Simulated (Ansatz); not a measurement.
## Ag (Silver, Fm-3m): a volume series of phonon spectra

Wanted: mode Grüneisen parameters of Ag (Silver) and a free-energy fit over volumes.

Calculated with Ansatz 0.2.0; DFT PBEsol, scalar-relativistic, plane waves, PAW; PAW set soft_1.

**What experiment says.**

For Ag, fcc (commercial spherical silver powder), “Electronic Percolation Threshold of Self-Standing Ag-LaCoO3 Porous Electrodes for Practical Applications” (2019, pmc:6696329) gives, by powder XRD: lattice constant a 0.4084 nm [commercial powder; ICSD card cited beside the value; Ag in the composites gives …].

### 1. The structure

It takes space group Fm-3m (No. 225, cubic). The conventional cell has a = 4.085 Å, b = 4.085 Å, c = 4.085 Å, α = 90.00°, β = 90.00°, γ = 90.00°. Nearest to Ag lie 12 Ag at 2.89 Å.

### 2. A first coarse run

A cheap single point shows whether the cell is a metal or an insulator and how far it is from rest; that sets the k-mesh and the occupations of what follows.

The input, input.yaml:

```yaml
crystal:
  lattice:
    - [0.0, 2.04275, 2.04275]
    - [2.04275, 0.0, 2.04275]
    - [2.04275, 2.04275, 0.0]
  atoms:
    - { symbol: Ag, position: [0.0, 0.0, 0.0] }
kpoints:
  mp_grid: { grid: [8, 8, 8] }
hamiltonian:
  xc: pbesol
  pseudopotentials: { kind: paw, azcp: { folder: soft_1 }, xc_functional: pbe }
scf:
  occupations: { method: gaussian, width: 0.1 }
  lower_state_search: "off"
output:
  forces: true
  stress: true
  eigenvalues: true
```

The run is started by

```sh
> ansatz run input.yaml --threads 8 --pin off --max-ram 16384MiB --backend cpu --events-out ev --progress --plain --runs-dir out
```

Numbers of over 12 decimals in the logs are rounded to 6 here.

The log of the run:

```text
Engine: ansatz 0.2.0, aarch64-unknown-linux-gnu
Pseudopotentials: kind: paw
Pseudopotential: Ag, paw, valence charge 19, recommended cutoff 420 eV (normal), soft_1/Ag.paw.azcp
Functional definition: PBEsol
  exchange = pbesol_x
  correlation = pbesol_c
Crystal: 1 atoms, lattice volume = 17.048 Å³
Basis set: ecut = 420 eV, 331 PW (Γ), exchange–correlation on 40×40×40 points (8 copies of the dense FFT grid, shifted against one another)
Bands: 14, of which v1, the nominal top of the filled ones, is band 10 counted from 1 (9 counted from 0)
Symmetry: 48 space group operations
Space group: Fm-3m (ITA 225), of the structure as read, at distance tolerance 2.6e-5 Å
k-points: 29 of 512
Non-local potential: Ag, projectors of the file, l = 0: 3, l = 1: 2, l = 2: 2, l = 3: 1
PAW form: soft (Blöchl's): semilocal exchange-correlation on the pseudo side does not see the compensation charge
PAW frozen core: Ag, regenerated for the run's functional, and the local potential with it (the file was generated under x = pbe(κ = 0.804, μ = 0.219515), c = pbe(β = 0.066725))
PAW one-centre angular grid: Ag, 590 points (default); XC on 64 Gauss nodes
Initial density: superposition of atomic densities (chi_scale 0.1, normalization cell)
Initial wavefunctions: pseudopotential atomic-orbital guess
Functional: x = pbesol(κ = 0.804, μ = 0.123457), c = pbesol(β = 0.046)
SCF iter   1: F=—  HF=-7522.601557 eV  |F-HF|=—  |Δ(HF+E_count)|=         —  Δρ=8.07e-2  dr2=1.18e0  ethr=3.10e-3  ⟨swp⟩=4.6  Hψ=1999  notcnv=0
preconditioner: auto → none  [insulator: Δε(μ)=0.287 eV  Ē_g=15.547 eV  σ=0.100 eV  W_gap=0.85  n_scr=8 (ndim 8)  ℏωp=29.8 eV  f_vac=0.000  D(μ)=0.61/eV (n_scr^D=0)  ε∞_Penn≈4.7]
SCF iter   2: F=—  HF=-7522.341648 eV  |F-HF|=—  |Δ(HF+E_count)|=   2.60e-1  Δρ=4.16e-2  dr2=1.82e-1  ethr=3.10e-3  ⟨swp⟩=2.4  Hψ=960  notcnv=0  defer=10
SCF iter   3: F=—  HF=-7522.274703 eV  |F-HF|=—  |Δ(HF+E_count)|=   6.69e-2  Δρ=8.08e-3  dr2=6.49e-3  ethr=9.56e-4  ⟨swp⟩=2.4  Hψ=803  notcnv=0  defer=10
SCF iter   4: F=—  HF=-7522.271669 eV  |F-HF|=—  |Δ(HF+E_count)|=   3.03e-3  Δρ=7.21e-4  dr2=6.80e-5  ethr=3.42e-5  ⟨swp⟩=1.7  Hψ=597  notcnv=0  defer=10
SCF iter   5: F=—  HF=-7522.271652 eV  |F-HF|=—  |Δ(HF+E_count)|=   1.67e-5  Δρ=8.13e-5  dr2=3.41e-7  ethr=3.58e-7  ⟨swp⟩=2.0  Hψ=595  notcnv=0  defer=10
SCF iter   6: F=-7522.271652 eV  HF=-7522.271652 eV  |F-HF|=1.15e-10  |Δ(HF+E_count)|=   2.26e-7  Δρ=4.18e-6  dr2=1.29e-9  ethr=5.26e-10  ⟨swp⟩=6.1  Hψ=1730  notcnv=0
SCF 1 converged in 6 iterations: F = -7522.271652 eV  dr2 = 1.29e-9
  greatest PAW one-centre occupation: 1.001 electrons in one spin orbital (limit 2), on the Ag atom at site 0 (counted from 0), in its partial waves of l = 0
SCF converged after 6 iterations
Free energy (F): -7522.271652 eV
Harris-Foulkes:  -7522.271652 eV  (|F-HF|=1.15e-10)
Internal energy: -7522.268619 eV  (E = F + TS)
E sigma→0 (E₀):  -7522.270136 eV
Entropy (-TS):   -0.003034 eV (-3.034 meV/atom)
Fermi energy:    16.853767 eV
--- Per-component energies (eV) ---
  E_band       = -238.687392
  E_kinetic    = 467.418406
  E_local      = -2083.866689  (includes V_loc(G=0)·N_el)
  E_nonlocal   = 34.560030
  E_hartree    = 1021.805812
  E_xc         = -157.983823
  E_vxc        = -200.787929  (∫ρ·V_xc dr)
  E_paw        = -3887.702523  (= ΣΔE_a)
  E_vpaw       = -499.621830  (= ΣTr[D̂ρ^β])
  E_aug_tail   = 0.000365  (compensation charges beyond the density's cutoff)
  E_ewald      = -2916.822938
  E_core_change = 0.322740  (= ΣΔE_core)
  E_smearing   = -0.003034  (= −TS)
  E_closure    = 0.000000  (closes the sum)
  Σ components = -7522.271652   (vs F -7522.271652, Δ=0.00e0)
--- Forces (eV/Å), atoms counted from 1 ---
  atom   1  Ag    -0.00000000     0.00000000    -0.00000000
  max |Σ_I F_I| component: 1.23e-32 eV/Å
--- Stress (GPa, compression-positive) ---
       -1.972226       0.000000       0.000000
        0.000000      -1.972226       0.000000
       -0.000000       0.000000      -1.972226
  P = ⅓ Tr σ = -1.9722 GPa (-19.722 kbar)
--- Band table (eV; the first three rows and the last of 29) ---
  k-point 0: bands = [... 6 lower, 12.3094, 12.3094, 13.3627, 13.3627, 32.8928, 36.4516, 36.4516, 36.4516]
  k-point 1: bands = [... 6 lower, 12.4291, 12.4291, 13.3277, 13.3277, 32.4710, 34.0337, 36.6364, 36.6364]
  k-point 2: bands = [... 6 lower, 12.5133, 12.5133, 13.4873, 13.4873, 28.1394, 33.4960, 36.5587, 36.5587]
  k-point 28: bands = [... 6 lower, 12.0225, 13.3659, 14.3771, 22.9665, 22.9665, 23.9900, 25.2204, 39.5077]
```

Elapsed: 0.84 s, on 8 threads of Arm Neoverse V1, shared host; peak memory 0.26 GiB.

Reading the cycles: dr2 is the Hartree energy of the density residual (eV), the measure of convergence; HF is the Harris–Foulkes estimate of the energy, which meets the free energy F at convergence.

Numbers from this step:

```
pressure          : -1.972 GPa
volume per atom   : 17.05 Å³/atom
gap on the k-mesh : 0 eV
```

The start is under -2.0 GPa at this level and looks like a metal on this mesh.

### 3. Finding the static equilibrium

The vibrations must be taken about the equilibrium of this functional, not about the starting cell, so the structure is relaxed.

input.yaml, as its differences from that of step 2:

```diff
@@ -8,3 +8,3 @@
 kpoints:
-  mp_grid: { grid: [8, 8, 8] }
+  mp_grid: { grid: [18, 18, 18] }
 hamiltonian:
@@ -19 +19,6 @@
   eigenvalues: true
+relax:
+  adjacent_minimum: "off"
+  f_tol: 0.005
+  max_steps: 80
+  cell: { stress_tol: 0.05 }
```

The log of the run:

```text
[...]
Crystal: 1 atoms, lattice volume = 17.048 Å³
Basis set: ecut = 420 eV, 331 PW (Γ), exchange–correlation on 40×40×40 points (8 copies of the dense FFT grid, shifted against one another)
Bands: 14, of which v1, the nominal top of the filled ones, is band 10 counted from 1 (9 counted from 0)
Symmetry: 48 space group operations
[...]
k-points: 195 of 5832
[...]
SCF iter   1: F=—  HF=-7522.638565 eV  |F-HF|=—  |Δ(HF+E_count)|=         —  Δρ=8.15e-2  dr2=1.20e0  ethr=3.10e-3  ⟨swp⟩=4.7  Hψ=13541  notcnv=0
[...]
SCF iter   7: F=-7522.304249 eV  HF=-7522.304249 eV  |F-HF|=1.24e-10  |Δ(HF+E_count)|=   2.16e-9  Δρ=1.06e-6  dr2=2.01e-10  ethr=7.15e-11  ⟨swp⟩=2.0  Hψ=8105  notcnv=0
SCF 1 converged in 7 iterations: F = -7522.304249 eV  dr2 = 2.01e-10
[...]
relax step   1: F+E_penalty+E_count = -7522.30424928 eV  Δ(F+E_penalty+E_count) = +0.000e0 eV  max|allowed force component| = 0.000e0 eV/Å  Δτ_max = 0.0000 Å  P = -2.542 GPa  Ω = 17.048 Å³  (7 SCF iters, dr2 threshold 1.00e-7 eV, accepted)
Crystal: 1 atoms, lattice volume = 16.341 Å³
[...]
iter 1 solved again at ethr=1.83e-5 eV; its pass at ethr=3.10e-3 eV (dr2=3.48e-3 eV) is discarded
[...]
SCF iter   5: F=-7522.305182 eV  HF=-7522.305182 eV  |F-HF|=6.20e-10  |Δ(HF+E_count)|=   1.38e-7  Δρ=3.84e-6  dr2=1.13e-9  ethr=5.26e-10  ⟨swp⟩=4.7  Hψ=11266  notcnv=0
SCF 2 converged in 5 iterations: F = -7522.305182 eV  dr2 = 1.13e-9
relax step   2: F+E_penalty+E_count = -7522.30518165 eV  Δ(F+E_penalty+E_count) = -9.324e-4 eV  max|allowed force component| = 0.000e0 eV/Å  Δτ_max = 0.0000 Å  P = +2.491 GPa  Ω = 16.341 Å³  energy of the carried Pulay correction = +2.933e-4 eV  (5 SCF iters, dr2 threshold 1.00e-7 eV, accepted)
Crystal: 1 atoms, lattice volume = 16.684 Å³
[...]
SCF iter   5: F=-7522.307501 eV  HF=-7522.307501 eV  |F-HF|=6.46e-11  |Δ(HF+E_count)|=   3.44e-8  Δρ=1.65e-6  dr2=9.18e-11  ethr=4.12e-10  ⟨swp⟩=1.3  Hψ=8736  notcnv=0
SCF 3 converged in 5 iterations: F = -7522.307501 eV  dr2 = 9.18e-11
relax step   3: F+E_penalty+E_count = -7522.30750058 eV  Δ(F+E_penalty+E_count) = -2.319e-3 eV  max|allowed force component| = 0.000e0 eV/Å  Δτ_max = 0.0000 Å  P = -0.125 GPa  Ω = 16.684 Å³  energy of the carried Pulay correction = +1.497e-4 eV  (5 SCF iters, dr2 threshold 1.00e-7 eV, accepted)
[...]
relax step   4: F+E_penalty+E_count = -7522.30751460 eV  Δ(F+E_penalty+E_count) = -1.401e-5 eV  max|allowed force component| = 0.000e0 eV/Å  Δτ_max = 0.0000 Å  P = -0.002 GPa  Ω = 16.666 Å³  energy of the carried Pulay correction = +1.568e-4 eV  (3 SCF iters, dr2 threshold 3.93e-8 eV, accepted)
[...]
SCF iter   1: F=—  HF=-7522.307349 eV  |F-HF|=—  |Δ(HF+E_count)|=         —  Δρ=5.75e-5  dr2=1.17e-7  ethr=5.01e-7  ⟨swp⟩=2.2  Hψ=19708  notcnv=0
eigensolver tolerance schedule: the retry pair's looser diagonalisation over-reported the residual by 812.76 of it (diagonalisation noise at 0.15 of the residual, at the tolerance the schedule requests for it); recorded, not acted on — ethr = c·dr2/N_el stays at c = 1.0e-1
[...]
SCF iter   2: F=—  HF=-7522.307344 eV  |F-HF|=—  |Δ(HF+E_count)|=   4.38e-6  Δρ=2.49e-5  dr2=3.77e-8  ethr=6.16e-10  ⟨swp⟩=2.0  Hψ=4590  notcnv=0
[...]
SCF iter   5: F=-7522.307344 eV  HF=-7522.307344 eV  |F-HF|=1.82e-12  |Δ(HF+E_count)|=  9.55e-11  Δρ=1.91e-7  dr2=1.92e-12  ethr=1.00e-12  ⟨swp⟩=5.0  Hψ=9830  notcnv=0
SCF 5 converged in 5 iterations: F = -7522.307344 eV  dr2 = 1.92e-12
relax step   5: F+E_penalty+E_count = -7522.30734428 eV  Δ(F+E_penalty+E_count) = +1.703e-4 eV  max|allowed force component| = 0.000e0 eV/Å  Δτ_max = 0.0000 Å  P = +0.007 GPa  Ω = 16.666 Å³  stress off target by 6.82e-3 GPa  SCF on the basis re-selected at this cell (its energy is not comparable with the rows above)  (5 SCF iters)
basis re-selected at this cell: Δ(F+E_penalty+E_count) = +1.703e-4 eV, ΔP = +0.009 GPa vs the last step (what re-selecting the basis moved, of the pressure what is left beyond the Pulay correction that the steps carried, after the strain that the cell walked since its last selection, with what the two solves' SCF thresholds leave and, on support functions, any second-order correction that the steps lacked; it is no measure of the basis error at this ecutwfc). This SCF's stress stands 6.82e-3 GPa from its target on what of the cell is left free (relax.cell.stress_tol is 5.00e-2 GPa) and its largest allowed force component is 0.00e0 eV/Å (relax.f_tol is 5.00e-3 eV/Å): [rest of the remark cut]
SCF converged after 5 iterations
Free energy (F): -7522.307344 eV
[...]
Internal energy: -7522.306374 eV  (E = F + TS)
E sigma→0 (E₀):  -7522.306859 eV
Entropy (-TS):   -0.000971 eV (-0.971 meV/atom)
Fermi energy:    17.526723 eV
[...]
--- Stress (GPa, compression-positive) ---
        0.006823      -0.000000      -0.000000
       -0.000000       0.006823      -0.000000
        0.000000      -0.000000       0.006823
  P = ⅓ Tr σ = 0.0068 GPa (0.068 kbar)
--- Band table (eV; the first three rows and the last of 195) ---
  k-point 0: bands = [... 6 lower, 12.7377, 12.7377, 13.8333, 13.8333, 33.4518, 37.1386, 37.1386, 37.1386]
  k-point 1: bands = [... 6 lower, 12.7661, 12.7661, 13.8221, 13.8221, 33.4849, 36.3309, 37.1907, 37.1907]
  k-point 2: bands = [... 6 lower, 12.8400, 12.8400, 13.7999, 13.7999, 33.3232, 34.9066, 37.3237, 37.3237]
  k-point 194: bands = [... 6 lower, 12.7227, 13.8673, 14.8884, 22.8797, 24.2711, 24.6520, 25.9276, 39.3500]
--- Relaxed structure (4 steps of the walk, 4 accepted, 1 SCFs on fresh bases) ---
  F+E_penalty+E_count = -7522.30734428 eV   max|allowed force component| = 0.000e0 eV/Å   (the final SCF, on the basis selected at the relaxed cell)
  cell:  # Å, volume = 16.6664 Å³
    - [0, 2.027390, 2.027390]
    - [2.027390, 0, 2.027390]
    - [2.027390, 2.027390, 0]
  atoms:
    - { symbol: Ag, position: [0.0, 0.0, 0.0] }
```

Wall time 2.5 s (8 threads); peak memory 0.34 GiB.

Relaxation path:

```
step  energy less that of the first step (eV)  largest force component (eV/Å)  pressure (GPa)  volume (Å³)
   1                                   0.0000                          0.0000           -2.54        17.05
   2                                  -0.0009                          0.0000            2.49        16.34
   3                                  -0.0033                          0.0000           -0.13        16.68
   4                                  -0.0033                          0.0000            0.00        16.67
  5*                                  -0.0031                          0.0000            0.01        16.67
```

Relaxation steps marked * repeat the geometry before them on a plane-wave basis chosen anew for their cell, so energy and pressure can jump there.

```
conventional cell, symmetrised  before  after  change
                         a (Å)   4.085  4.055  -0.8 %
                         b (Å)   4.085  4.055  -0.8 %
                         c (Å)   4.085  4.055  -0.8 %
              volume (Å³/atom)   17.05  16.67  -2.2 %
```

The relaxed structure:

```cif
data_structure
_symmetry_space_group_name_H-M 'P 1'
_symmetry_Int_Tables_number 1
_cell_length_a 2.8672
_cell_length_b 2.8672
_cell_length_c 2.8672
_cell_angle_alpha 60.000
_cell_angle_beta 60.000
_cell_angle_gamma 60.000
_cell_volume 16.67
loop_
_atom_site_label
_atom_site_type_symbol
_atom_site_fract_x
_atom_site_fract_y
_atom_site_fract_z
_atom_site_occupancy
Ag1 Ag 0.00000 0.00000 0.00000 1
```

Numbers from this step:

- pressure: 0.006823 GPa
- volume per atom: 16.67 Å³/atom

The relaxation ends with a pressure of 0.01 GPa.

### 4. Tight relaxation

The thresholds are tightened for a last relaxation ahead of the phonons, and where mesh or smearing change with them the cell follows.

input.yaml, the sections that differ from step 3:

```yaml
crystal:
  lattice:
    - [0.0, 2.0273904182, 2.0273904182]
    - [2.0273904182, 0.0, 2.0273904182]
    - [2.0273904182, 2.0273904182, 0.0]
  atoms:
    - { symbol: Ag, position: [0.0, 0.0, 0.0] }
kpoints:
  mp_grid: { grid: [20, 20, 20] }
scf:
  occupations: { method: methfessel_paxton, width: 0.2 }
  lower_state_search: "off"
relax:
  adjacent_minimum: "off"
  f_tol: 0.001
  max_steps: 60
  cell: { stress_tol: 0.01 }
# hamiltonian, output: as in step 3
```

The log of the run:

```text
[...]
Crystal: 1 atoms, lattice volume = 16.666 Å³
Basis set: ecut = 420 eV, 331 PW (Γ), exchange–correlation on 40×40×40 points (8 copies of the dense FFT grid, shifted against one another)
Bands: 14, of which v1, the nominal top of the filled ones, is band 10 counted from 1 (9 counted from 0)
Symmetry: 48 space group operations
[...]
k-points: 256 of 8000
[...]
k-point 255: bands = [... 6 lower, 12.4352, 13.8329, 14.8882, 23.5724, 23.5724, 24.6665, 25.8656, 40.2405]
--- Relaxed structure (1 steps of the walk, 1 accepted, 1 SCFs on fresh bases) ---
[...]
cell:  # Å, volume = 16.6664 Å³
    - [0.0, 2.0273904182, 2.0273904182]
    - [2.0273904182, 0.0, 2.0273904182]
    - [2.0273904182, 2.0273904182, 0.0]
  atoms:
    - { symbol: Ag, position: [0.0, 0.0, 0.0] }
[key lines of the parts left out:]
SCF converged after 8 iterations
Free energy (F): -7522.306630 eV
Fermi energy:    17.554695 eV
P = ⅓ Tr σ = -0.0015 GPa (-0.015 kbar)
```

Wall time 1.6 s (8 threads); peak memory 0.33 GiB; 8.9 s of CPU time.

Little changed from the start: no atom moved by 0.005 Å and no cell edge by 0.1 %.

This step gave:

```yaml
pressure: -0.001471 GPa
```

The residual pressure is -0.0015 GPa, small enough for phonons.

[end of part 1 of 4]

[Logs are printed without paths, hosts, clocks, repeated set-up lines and the standing remarks that a program may print on its own settings, such as how far it seeks lower states.]

[Hosts, paths, dates, database ids (printed as entryN), source tags and the programs' standing remarks are cut or masked in the printed files.]

[A step with changed settings may run another functional than the one named; its input shows which.]

[Of the runs on displaced cells, only some may be shown.]
